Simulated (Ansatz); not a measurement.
# Screened interactions in AgCl (Chlorargyrite)

Wanted: the parameters of a Hubbard-Kanamori model for AgCl (Chlorargyrite).

Method: non-magnetic LDA, then constrained RPA, plane waves, PAW, in Ansatz 0.2.0.

The database entry behind the starting cell differs from later determinations by our own check (an axis about 1.4 % short against later determinations), so it need not match the best structure at ambient conditions.

## (1) Starting point

The structure is cubic, space group Fm-3m (No. 225). Conventional cell: a = 5.470 Å, b = 5.470 Å, c = 5.470 Å, α = 90.00°, β = 90.00°, γ = 90.00°. Ag has 6 Cl at 2.73 Å nearest. Cl has 6 Ag at 2.73 Å nearest. Farther neighbours and most contacts between anions are not listed.

The cell and positions come from the Crystallography Open Database and are kept as given unless a step says otherwise. The default PAW set here is soft_2. Its files were made with PBE.

## (2) LDA bands and orbital weights

This step: DFT, LDA, plane waves, PAW.

input.yaml reads:

```yaml
crystal:
  lattice:
    - [0.0, -2.735, -2.735]
    - [2.735, 0.0, -2.735]
    - [2.735, -2.735, 0.0]
  atoms:
    - { symbol: Ag, position: [0.0, 0.0, 0.0] }
    - { symbol: Cl, position: [0.5, 0.5, 0.5] }
kpoints:
  mp_grid: { grid: [12, 12, 12] }
  band_path:
    path:
      - [[0.0, 0.0, 0.0], [0.5, 0.0, 0.5], [0.625, 0.25, 0.625]]
      - [[0.375, 0.375, 0.75], [0.0, 0.0, 0.0], [0.5, 0.5, 0.5], [0.5, 0.25, 0.75], [0.5, 0.0, 0.5]]
    npoints: 10
hamiltonian:
  xc: lda
scf:
  occupations: { method: gaussian, width: 0.08 }
  n_extra_bands: 19
  max_iter: 150
output:
  eigenvalues: true
  forces: true
  stress: true
  fatbands: true
  write_density: true
  write_potential: true
  elf: true
  volumetric_format: npy
```

Launch:

```console
> ansatz run input.yaml --threads 4 --pin off --max-ram 9216MiB --backend cpu --events-out ev --progress --plain --runs-dir out
```

Numbers of over 12 decimals in the logs are rounded to 6 here.

The program printed:

```text
scf.n_extra_bands = 19 over 13 filled bands (N_el = 26.0): the run solves 32 bands
Engine: ansatz 0.2.0, aarch64-unknown-linux-gnu
Pseudopotentials: kind: paw
Pseudopotential: Ag, paw, valence charge 19, recommended cutoff 420 eV (normal), Ag.paw.azcp
Pseudopotential: Cl, paw, valence charge 7, recommended cutoff 420 eV (normal), Cl.paw.azcp
Functional definition: SPW92
  exchange = slater_x
  correlation = pw_c
Crystal: 2 atoms, lattice volume = 40.917 Å³
Basis set: ecut = 420 eV, 821 PW (Γ)
Bands: 32, of which v1, the nominal top of the filled ones, is band 13 counted from 1 (12 counted from 0)
Symmetry: 48 space group operations
Space group: Fm-3m (ITA 225), of the structure as read, at distance tolerance 3.4e-5 Å
k-points: 72 of 1728
Non-local potential: Ag, projectors of the file, l = 0: 3, l = 1: 2, l = 2: 2, l = 3: 1
Non-local potential: Cl, projectors of the file, l = 0: 2, l = 1: 2, l = 2: 2
PAW form: soft (Blöchl's): semilocal exchange-correlation on the pseudo side does not see the compensation charge
PAW frozen core: Ag, regenerated for the run's functional, and the local potential with it (the file was generated under x = pbe(κ = 0.804, μ = 0.219515), c = pbe(β = 0.066725))
PAW frozen core: Cl, regenerated for the run's functional, and the local potential with it (the file was generated under x = pbe(κ = 0.804, μ = 0.219515), c = pbe(β = 0.066725))
PAW one-centre angular grid: Ag, 590 points (default); XC on 64 Gauss nodes
PAW one-centre angular grid: Cl, 110 points (default); XC on 64 Gauss nodes
Initial density: superposition of atomic densities (neutral atoms: chi_scale 0, normalization atom), corrected by the library's trained network
Initial wavefunctions: pseudopotential atomic-orbital guess
Functional: x = slater, c = lda
SCF iter   1: F=—  HF=-8502.912967 eV  |F-HF|=—  |Δ(HF+E_count)|=         —  Δρ=1.18e-2  dr2=5.13e-2  ethr=1.77e-3  ⟨swp⟩=5.2  Hψ=10533  notcnv=0  defer=464
preconditioner: auto → none  [insulator: Δε(μ)=0.466 eV  Ē_g=22.110 eV  σ=0.080 eV  W_gap=1.00  n_scr=14 (ndim 8)  ℏωp=24.6 eV  f_vac=0.026  D(μ)=0.00/eV (n_scr^D=0)  ε∞_Penn≈2.2]
SCF iter   2: F=—  HF=-8502.897484 eV  |F-HF|=—  |Δ(HF+E_count)|=   1.55e-2  Δρ=4.64e-3  dr2=4.22e-3  ethr=1.97e-4  ⟨swp⟩=2.1  Hψ=3619  notcnv=0  defer=1010
SCF iter   3: F=—  HF=-8502.896189 eV  |F-HF|=—  |Δ(HF+E_count)|=   1.29e-3  Δρ=1.96e-3  dr2=7.95e-4  ethr=1.62e-5  ⟨swp⟩=2.5  Hψ=2141  notcnv=0  defer=1010
SCF iter   4: F=—  HF=-8502.895977 eV  |F-HF|=—  |Δ(HF+E_count)|=   2.13e-4  Δρ=7.60e-4  dr2=1.72e-4  ethr=3.06e-6  ⟨swp⟩=2.2  Hψ=1745  notcnv=0  defer=1010
SCF iter   5: F=—  HF=-8502.895920 eV  |F-HF|=—  |Δ(HF+E_count)|=   5.72e-5  Δρ=9.96e-5  dr2=2.84e-6  ethr=6.62e-7  ⟨swp⟩=2.1  Hψ=1732  notcnv=0  defer=1010
SCF iter   6: F=—  HF=-8502.895917 eV  |F-HF|=—  |Δ(HF+E_count)|=   2.93e-6  Δρ=9.51e-6  dr2=2.56e-8  ethr=3.85e-10  ⟨swp⟩=12.2  Hψ=16936  notcnv=0
SCF iter   7: F=-8502.895917 eV  HF=-8502.895917 eV  |F-HF|=5.46e-11  |Δ(HF+E_count)|=   6.02e-9  Δρ=9.99e-7  dr2=1.96e-10  ethr=9.84e-11  ⟨swp⟩=5.4  Hψ=7837  notcnv=0
SCF 1 converged in 7 iterations: F = -8502.895917 eV  dr2 = 1.96e-10
  greatest PAW one-centre occupation: 1.002 electrons in one spin orbital (limit 2), on the Ag atom at site 0 (counted from 0), in its partial waves of l = 0
NSCF: frozen V_eff on 62 k-points
SCF converged after 7 iterations
Free energy (F): -8502.895917 eV
Harris-Foulkes:  -8502.895917 eV  (|F-HF|=5.46e-11)
Internal energy: -8502.895917 eV  (E = F + TS)
E sigma→0 (E₀):  -8502.895917 eV
Fermi energy:    8.832639 eV
--- Per-component energies (eV) ---
  E_band       = -352.447550
  E_kinetic    = 688.812563
  E_local      = -3150.326341  (includes V_loc(G=0)·N_el)
  E_nonlocal   = 120.713957
  E_hartree    = 1378.946877
  E_xc         = -287.355794
  E_vxc        = -353.135868  (∫ρ·V_xc dr)
  E_paw        = -4398.810405  (= ΣΔE_a)
  E_vpaw       = -416.406551  (= ΣTr[D̂ρ^β])
  E_aug_tail   = 0.000371  (compensation charges beyond the density's cutoff)
  E_ewald      = -2855.792444
  E_core_change = 0.915299  (= ΣΔE_core)
  E_smearing   = -0.000000  (= −TS)
  E_closure    = -0.000000  (closes the sum)
  Σ components = -8502.895917   (vs F -8502.895917, Δ=0.00e0)
--- Forces (eV/Å), atoms counted from 1 ---
  atom   1  Ag    -0.00000000    -0.00000000     0.00000000
  atom   2  Cl     0.00000000    -0.00000000    -0.00000000
  max |Σ_I F_I| component: 6.90e-30 eV/Å
--- Stress (GPa, compression-positive) ---
       -3.772438       0.000000       0.000000
       -0.000000      -3.772438      -0.000000
       -0.000000       0.000000      -3.772438
  P = ⅓ Tr σ = -3.7724 GPa (-37.724 kbar)
--- Band table (eV; the first three rows and the last of 72) ---
  k-point 0: bands = [... 9 lower, 5.8615, 6.0378, 6.0378, 6.0378, 9.1270, 19.0595, 19.0595, 19.0595, ... 15 higher]
  k-point 1: bands = [... 9 lower, 5.8513, 6.1111, 6.5259, 6.5259, 9.5088, 18.2815, 18.9609, 18.9609, ... 15 higher]
  k-point 2: bands = [... 9 lower, 5.9242, 6.1972, 7.0972, 7.0972, 10.3485, 17.1048, 18.3578, 18.3578, ... 15 higher]
  k-point 71: bands = [... 9 lower, 6.3373, 6.3778, 6.3822, 7.1640, 12.5407, 16.1674, 16.1674, 16.2548, ... 15 higher]
```

Run time: 1.8 s. Hardware: 4 threads of Arm Neoverse V2, shared host; peak memory 0.36 GiB.

In the SCF lines HF is the Harris–Foulkes energy and dr2 the Hartree energy of the density residual, in eV; the loop may stop once dr2 is under the threshold and the program's other checks hold. Hψ counts applications of the Hamiltonian.

Numbers from this step:

* pressure: -3.772 GPa
* filled bands: 13
* gap: 0.6125 eV
* valence top at: L
* conduction bottom at: Γ
* least direct gap: 2.893 eV

The gap is indirect, with the least direct gap 2.28 eV higher.

Electronic bands along the path, in eV, zero at the Fermi level:

```tsv
point	band 10	band 11	band 12	band 13	band 14	band 15	band 16	band 17
Γ	-2.97	-2.79	-2.79	-2.79	0.29	10.23	10.23	10.23
halfway	-2.86	-2.23	-2.23	-1.82	2.98	6.79	8.16	9.60
X	-2.76	-2.46	-2.46	-2.35	1.69	7.41	8.21	11.13
halfway	-2.47	-2.42	-2.27	-2.24	2.08	7.26	8.02	10.49
U	-2.52	-2.33	-2.13	-1.48	3.01	6.70	7.62	9.29
jump to K	-2.52	-2.33	-2.13	-1.48	3.01	6.70	7.62	9.29
halfway	-2.68	-2.22	-2.18	-0.58	3.31	6.74	7.47	8.18
Γ	-2.97	-2.79	-2.79	-2.79	0.29	10.23	10.23	10.23
halfway	-2.81	-2.52	-1.20	-1.20	2.43	7.22	8.58	8.58
L	-2.59	-2.25	-0.32	-0.32	3.52	6.23	6.98	6.98
halfway	-2.59	-2.32	-1.41	-0.87	4.48	5.05	7.56	7.92
W	-2.50	-2.45	-2.45	-1.67	3.71	7.33	7.33	7.42
halfway	-2.47	-2.46	-2.43	-1.95	2.48	7.25	7.87	9.29
X	-2.76	-2.46	-2.46	-2.35	1.69	7.41	8.21	11.13
```

Of the projections kept (Ag 4d, Cl 3p), the largest for each band there; the rest of the weight can lie on other orbitals:

```tsv
point	band 10	band 11	band 12	band 13	band 14	band 15	band 16	band 17
Γ	Ag 4d 0.99	Cl 3p 0.99	Cl 3p 0.99	Cl 3p 0.99	-	-	-	-
X	Ag 4d 0.99	Ag 4d 1.00	Ag 4d 1.00	Ag 4d 0.95	-	Ag 4d 0.01	Cl 3p 0.02	Cl 3p 0.01
U	Ag 4d 1.00	Ag 4d 0.90	Ag 4d 0.82	Ag 4d 0.59	Cl 3p 0.11	Cl 3p 0.02	Cl 3p 0.02	Ag 4d 0.01
K	Ag 4d 1.00	Ag 4d 0.90	Ag 4d 0.82	Ag 4d 0.59	Cl 3p 0.11	Cl 3p 0.02	Cl 3p 0.02	Ag 4d 0.01
Γ	Ag 4d 0.99	Cl 3p 0.99	Cl 3p 0.99	Cl 3p 0.99	-	-	-	-
L	Ag 4d 1.00	Ag 4d 0.86	Cl 3p 0.51	Cl 3p 0.51	-	Cl 3p 0.26	-	-
```

Valence density in the ac plane of the conventional cell at fractional y = 0.000, with atoms of Ag and Cl within 0.2 Å of it. It is the smooth field of the valence electrons, not physical close to the nuclei.

Ten steps, logarithmic in the rise over the least value, from '0' (0 e/Å³) to '9' (19 e/Å³), each cell a mean:
```
984113434421369
752112444310146
321001222100013
110000111000001
221001232100012
432113576410134
443114898621244
243125899731243
443114788521244
331002454310123
210000121100011
110000111100011
531001333210124
863113444321258
985123424421379
```
Columns run along a (5.5 Å), rows up along c (5.5 Å), edges of the conventional cell, whose origin can differ from the input's. Atoms in or near the plane, at fractional coordinates: Ag at (0.50, 0.50), Ag at (0.00, 0.00), Cl at (0.00, 0.50), Cl at (0.50, 0.00).

Electrostatic potential energy in the ac plane of the conventional cell at fractional y = 0.000, with atoms of Ag and Cl within 0.2 Å of it. With pseudopotentials it is smooth inside the atoms' cores, unlike the true potential.

Ten even steps from '0' (-44 eV) to '9' (13 eV), each cell a mean:
```
236996100489742
458998534799864
789999988999987
999999999999999
899999878999998
368998544699974
027996322489840
016985312479830
138997433589951
689998756899986
999999989999999
999999999999999
678999867899986
347998312699853
136996100389742
```
Columns run along a (5.5 Å; values clipped at the 3rd and 97th percentile), rows up along c (5.5 Å), edges of the conventional cell, whose origin can differ from the input's. Atoms in or near the plane, at fractional coordinates: Ag at (0.50, 0.50), Ag at (0.00, 0.00), Cl at (0.00, 0.50), Cl at (0.50, 0.00).

## (3) Constrained RPA: Ag d + anion p, bands v8 to v1, 6×6×6 mesh, medium accuracy

Constrained RPA screens the interaction with every transition except those inside the target bands, which a later many-body model would treat itself.

This step: constrained RPA on LDA, plane waves, PAW.

input.yaml, the sections that differ from step 2:

```yaml
kpoints:
  mp_grid: { grid: [12, 12, 12] }
output:
  crpa:
    kmesh: [6, 6, 6]
    target_bands: [v8, v1]
    projections: [{ species: Ag, l: d, shell: 4 }, { species: Cl, l: p, shell: 3 }]
  local_orbitals:
    kmesh: [6, 6, 6]
    orbitals: [{ species: Ag, l: d, shell: 4 }, { species: Cl, l: p, shell: 3 }]
    window: { bands: [v8, v1] }
    seedname: lo
# crystal, hamiltonian, scf: as in step 2
```

The program printed:

```text
[...]
Crystal: 2 atoms, lattice volume = 40.917 Å³
Basis set: ecut = 420 eV, 821 PW (Γ)
Bands: 32, of which v1, the nominal top of the filled ones, is band 13 counted from 1 (12 counted from 0)
[... 1 set-up line as in the run before ...]
[...]
k-points: 72 of 1728
[...]
SCF iter   1: F=—  HF=-8502.912968 eV  |F-HF|=—  |Δ(HF+E_count)|=         —  Δρ=1.18e-2  dr2=5.13e-2  ethr=1.77e-3  ⟨swp⟩=5.2  Hψ=10533  notcnv=0  defer=463
[...]
SCF iter   6: F=-8502.895917 eV  HF=-8502.895917 eV  |F-HF|=1.41e-8  |Δ(HF+E_count)|=   8.57e-7  Δρ=9.53e-6  dr2=2.57e-8  ethr=3.85e-10  ⟨swp⟩=7.3  Hψ=12767  notcnv=0
SCF 1 converged in 6 iterations: F = -8502.895917 eV  dr2 = 2.57e-8
[...]
NSCF: frozen V_eff on 19 k-points
[...]
cRPA screening: q 1/216
cRPA screening: q 2/216
cRPA screening: q 8/216 (q-point 3)
cRPA screening: q 14/216 (q-point 4)
cRPA screening: q 17/216 (q-point 8)
cRPA screening: q 23/216 (q-point 9)
cRPA screening: q 35/216 (q-point 10)
cRPA screening: q 47/216 (q-point 11)
cRPA screening: q 59/216 (q-point 12)
cRPA screening: q 65/216 (q-point 15)
cRPA screening: q 71/216 (q-point 16)
cRPA screening: q 83/216 (q-point 17)
cRPA screening: q 89/216 (q-point 22)
cRPA screening: q 92/216 (q-point 44)
cRPA screening: q 94/216 (q-point 45)
cRPA screening: q 100/216 (q-point 46)
cRPA screening: q 106/216 (q-point 47)
cRPA screening: q 112/216 (q-point 48)
cRPA screening: q 118/216 (q-point 51)
cRPA screening: q 124/216 (q-point 52)
cRPA screening: q 136/216 (q-point 53)
cRPA screening: q 148/216 (q-point 54)
cRPA screening: q 160/216 (q-point 58)
cRPA screening: q 166/216 (q-point 59)
cRPA screening: q 178/216 (q-point 60)
cRPA screening: q 184/216 (q-point 65)
cRPA screening: q 190/216 (q-point 87)
cRPA screening: q 192/216 (q-point 88)
cRPA screening: q 198/216 (q-point 89)
cRPA screening: q 204/216 (q-point 94)
cRPA screening: q 210/216 (q-point 95)
cRPA screening: q 216/216 (q-point 130)
SCF converged after 6 iterations
Free energy (F): -8502.895917 eV
[...]
Internal energy: -8502.895917 eV  (E = F + TS)
E sigma→0 (E₀):  -8502.895917 eV
Fermi energy:    8.832708 eV
[...]
--- Band table (eV; the first three rows and the last of 72) ---
  k-point 0: bands = [... 9 lower, 5.8617, 6.0378, 6.0378, 6.0378, 9.1271, 19.0595, 19.0595, 19.0595, ... 15 higher]
  k-point 1: bands = [... 9 lower, 5.8514, 6.1112, 6.5260, 6.5260, 9.5089, 18.2815, 18.9610, 18.9610, ... 15 higher]
  k-point 2: bands = [... 9 lower, 5.9243, 6.1973, 7.0973, 7.0973, 10.3485, 17.1048, 18.3578, 18.3578, ... 15 higher]
  k-point 71: bands = [... 9 lower, 6.3374, 6.3779, 6.3823, 7.1641, 12.5408, 16.1674, 16.1674, 16.2549, ... 15 higher]
--- cRPA (band scheme, projected local orbitals): target bands 6..13 (1-based), 8 Wannier function(s), 6×6×6 mesh, 26 bands' worth read of 31 solved, ecut_chi 136.0 eV, v(q+G=0) probe_charge, pair densities all_electron ---
  bands read: the sum over 26 bands ends inside a degenerate multiplet in 7 slots, whose members it reads at an even weight; the widest, k=0: bands 25 to 27 (counted from 1) at 2/3 each
  χ-basis size per q: N_G = 141..169
  window electrons = 16.0000, filled by tetrahedron_uncorrected; constrained ε̄⁻¹(q = 0, 0) head = 0.179623; min gauge Gram eig = 0.7163
  Kanamori averages over each shell's own Wannier functions (sites counted from 0, functions from 1):
  Each shell's averages of U are screened by what lies outside the whole window alone: parameters of one model of all the shells.
    Site 0, 4D, 5 of 5 d orbitals (Wannier functions 1, 2, 3, 4, 5; wannier90's mr 1, 2, 3, 4, 5):
      screened: U = 5.9110 eV, U' = 4.8244 eV, J = 0.5428 eV
      screened, to within: U = 2.2e-2 eV, U' = 2.2e-2 eV, J = 7.5e-4 eV
      bare: V = 18.6079 eV, V' = 17.1895 eV, J = 0.7079 eV
    Site 1, 3P, 3 of 3 p orbitals (Wannier functions 6, 7, 8; wannier90's mr 1, 2, 3):
      screened: U = 3.8038 eV, U' = 2.8717 eV, J = 0.4313 eV
      screened, to within: U = 4.4e-3 eV, U' = 4.4e-3 eV, J = 5.9e-4 eV
      bare: V = 12.9386 eV, V' = 11.5072 eV, J = 0.6560 eV
  Hermiticity witness max|P − P†| over intra, direct and exchange elements: 5.33e-15 eV (screened), 3.55e-15 eV (bare)
  Reality witness max|Im| over intra, direct and exchange elements: 5.11e-10 eV (screened), 1.79e-13 eV (bare)
```

Elapsed: 5.9 min, on 4 threads; peak memory 0.56 GiB; 23 min of CPU time.

This step gave:

```
U                                                 : 5.911 eV
U prime (inter-orbital)                           : 4.824 eV
J                                                 : 0.5428 eV
bare V                                            : 18.61 eV
bare J                                            : 0.7079 eV
stated bound on U                                 : 0.02178 eV
U over bare V                                     : 0.3177
electrons in the window                           : 16
head of the constrained inverse dielectric matrix : 0.1796
least eigenvalue of the projection's overlap      : 0.7163
target functions                                  : 8
bands in the sums                                 : 26
r.m.s. miss of the model bands                    : 0.003512 eV
width of the target bands                         : 5.692 eV
weight of the projected orbitals in the window    : 0.9712
```

On the Ag d shell, screening brings the on-site interaction from 18.6 eV down to U = 5.91 eV.

Kanamori averages over each shell's functions. Crpa shells, by row:

```tsv
site	element	shell	orbitals	U (eV)	U' (eV)	J (eV)	bare V (eV)	bare V' (eV)	bare J (eV)	bound on U (eV)
1	Ag	4D	5	5.911	4.824	0.5428	18.61	17.19	0.7079	0.02178
2	Cl	3P	3	3.804	2.872	0.4313	12.94	11.51	0.656	0.004398
```

Projected local orbitals of the target window. Electronic bands along the path, in eV, zero at the Fermi level; # counts the bands kept:

```tsv
point	#5	#6	#7	#8
Γ	-2.97	-2.79	-2.79	-2.79
halfway	-2.87	-2.23	-2.23	-1.85
X	-2.76	-2.46	-2.46	-2.35
halfway	-2.47	-2.42	-2.27	-2.24
U	-2.52	-2.33	-2.13	-1.48
jump to K	-2.52	-2.33	-2.13	-1.48
halfway	-2.68	-2.22	-2.17	-0.58
Γ	-2.97	-2.79	-2.79	-2.79
halfway	-2.81	-2.53	-1.19	-1.19
L	-2.59	-2.25	-0.32	-0.32
halfway	-2.59	-2.32	-1.41	-0.87
W	-2.49	-2.46	-2.45	-1.68
halfway	-2.47	-2.46	-2.43	-1.95
X	-2.76	-2.46	-2.46	-2.35
```

The same for Kohn-Sham, solved directly:

```tsv
point	#5	#6	#7	#8
Γ	-2.97	-2.79	-2.79	-2.79
X	-2.76	-2.46	-2.46	-2.35
U	-2.52	-2.33	-2.13	-1.48
K	-2.52	-2.33	-2.13	-1.48
Γ	-2.97	-2.79	-2.79	-2.79
L	-2.59	-2.25	-0.32	-0.32
W	-2.50	-2.45	-2.45	-1.67
X	-2.76	-2.46	-2.46	-2.35
```

The first set of electronic bands as a text plot (rows in eV):

```
   -0.4 |                    ***               ******
   -0.7 |                   *   *             *    * *
   -0.9 |                  *     *           *      * *
   -1.1 |                                   *        * *
   -1.4 |                 *       **                  * *
   -1.6 |                *                 *           * ***
   -1.9 |   ******      *           *     *             *   **
   -2.1 |  *      **    *********        *                    *
   -2.3 | * ****************    **** *       ********************
   -2.6 | **         ************   **  * *** *******************
   -2.8 |*   *********   ***   ****** ********               *  *
   -3.0 |******        **         ********                    *
   -3.3 |  *   ********             **  *                      **
   -3.5 | * ****    **            **     *
   -3.8 |       ****  *          *  *     *                    **
   -4.0 |  *           *        * **      **                  *
   -4.2 |              ***     *            *                **
   -4.5 |   *           * ** ** ****       * *             ***
   -4.7 |                * *****              ***************
   -4.9 |    **      ******      *          *            ********
   -5.2 |      ******      *    *            *          *
   -5.4 |                   ****                       *
   -5.7 |                                     *      **
   -5.9 |                                      ******
         Γ           X  U|K            Γ         L        W     X
```

Onsite levels, by row:

```tsv
orbital	level less Fermi level (eV)
Ag1 dz2	-2.617
Ag1 dxz	-2.768
Ag1 dyz	-2.768
Ag1 dx2-y2	-2.617
Ag1 dxy	-2.768
Cl2 pz	-3.749
Cl2 px	-3.749
Cl2 py	-3.749
```

Largest distinct elements between sites. Hoppings, by row:

```tsv
from	to	cell	distance (Å)	t (eV)
Cl2 pz	Ag1 dz2	0 0 1	2.735	-0.8218
Cl2 py	Ag1 dx2-y2	1 0 1	2.735	-0.7117
Ag1 dz2	Cl2 px	-1 0 0	2.735	-0.4109
Ag1 dxy	Cl2 px	0 -1 0	2.735	0.3383
Cl2 py	Cl2 pz	0 -1 1	3.868	-0.2612
Cl2 pz	Cl2 pz	0 -1 0	3.868	0.1381
Ag1 dyz	Ag1 dyz	0 -1 1	3.868	-0.0937
Ag1 dx2-y2	Ag1 dx2-y2	-1 1 0	3.868	-0.0525
Cl2 px	Cl2 px	1 0 0	3.868	-0.0441
Cl2 py	Cl2 py	1 -1 -1	5.47	-0.0418
Ag1 dz2	Ag1 dz2	0 -1 0	3.868	-0.0394
Ag1 dz2	Cl2 py	0 1 -2	6.116	0.0298
```

## (4) Summary of results

```json
{"Ag d + anion p": "U 5.91 eV, U′ 4.82 eV, J 0.54 eV, bare V 18.6 eV", "method": "constrained RPA on non-magnetic LDA, 6×6×6 mesh, static"}
```

**Reading.** For Ag d + anion p, screening cuts the on-site interaction from 18.61 eV to 5.91 eV (32 %), while J goes only from 0.71 eV to 0.54 eV: the monopole is screened far more than the multipoles. U − 2J differs from U′ by +0.001 eV, so the Kanamori relation holds well. The window Ag d + anion p is full, so it holds no transition to leave out and its U is the fully screened RPA value. The parent state is non-magnetic and the interaction static (zero frequency); U depends on the window and the orbitals, so it belongs to this model alone. A window that holds the anion p bands defines a model with explicit ligands; its U belongs to that model and is not the U of DFT+U.

[Paths, hosts, dates, memory and timing lines, banners, echoed tables and standing remarks are left out of the program output.]

[Logs are printed without paths, hosts, clocks, repeated set-up lines and the standing remarks that a program may print on its own settings, such as how far it seeks lower states.]

[Runs of the session that timed out or met a known fault of the program may be left out.]

[Hosts, paths, dates, database ids (printed as entryN), source tags and the programs' standing remarks are cut or masked in the printed files.]
